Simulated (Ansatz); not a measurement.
In doubt: one-shot GW on d or f shells is unsure, so the values of those runs are not to be relied on.

G0W0 rungs for LuBi2O4Cl (P4/mmm).

```yaml
crystal:
  lattice:
    - [3.82320, 0.00000, 0.00000]
    - [0.00000, 3.82320, 0.00000]
    - [0.00000, 0.00000, 8.85600]
  atoms:
    - { symbol: Lu, position: [0.00000, 0.00000, 0.00000] }
    - { symbol: Bi, position: [0.50000, 0.50000, 0.71930] }
    - { symbol: Bi, position: [0.50000, 0.50000, 0.28070] }
    - { symbol: Cl, position: [0.00000, 0.00000, 0.50000] }
    - { symbol: O, position: [0.50000, 0.00000, 0.84800] }
    - { symbol: O, position: [0.00000, 0.50000, 0.84800] }
    - { symbol: O, position: [0.50000, 0.00000, 0.15200] }
    - { symbol: O, position: [0.00000, 0.50000, 0.15200] }
```

The cell and positions come from the Crystallography Open Database and are kept as given unless a step says otherwise. Spin-orbit coupling is left out unless a run names it.

Runs so far (Ansatz 0.2.0, start r2SCAN, hard PAW files, 6×6×2 mesh). Times are wall times on 1 × NVIDIA H100 80GB HBM3 (shared by 3 runs) with 4 threads of AMD EPYC 7R13 (Zen 3), shared host, good to a factor of about two.

```tsv
bands summed	cutoff (eV)	gap on the mesh (eV)	time
390	110	2.517	1.7 min
820	190	2.637	3.4 min
1355	270	2.711	4.3 min
```

Q: What should the next rung give, with 2228 bands and screening to 380 eV, and where is the limit?

The error falls about as one over the bands when the cutoff rises with them. A line through the two highest rungs given predicts 2.755 eV; the run gave 2.780 eV, a miss of 0.025 eV, so the law fails here: the steps don't follow it yet. The two highest rungs put the limit near 2.887 eV, the pair below near 2.823 eV; neither can be trusted until a further rung is run.

Gaps are over the mesh's points; an edge off the mesh would be missed. Limits: not at the basis limit; no spin-orbit coupling.

[Paths, hosts, dates, memory and timing lines, banners, echoed tables and standing remarks are left out of the program output.]

[Logs are printed without paths, hosts, clocks, repeated set-up lines and the standing remarks that a program may print on its own settings, such as how far it seeks lower states.]

[Runs of the session that timed out or met a known fault of the program may be left out.]

[Cells called generated may have been cut or substituted from an entry of the Crystallography Open Database or the Materials Project.]

[Hosts, paths, dates, database ids (printed as entryN), source tags and the programs' standing remarks are cut or masked in the printed files.]
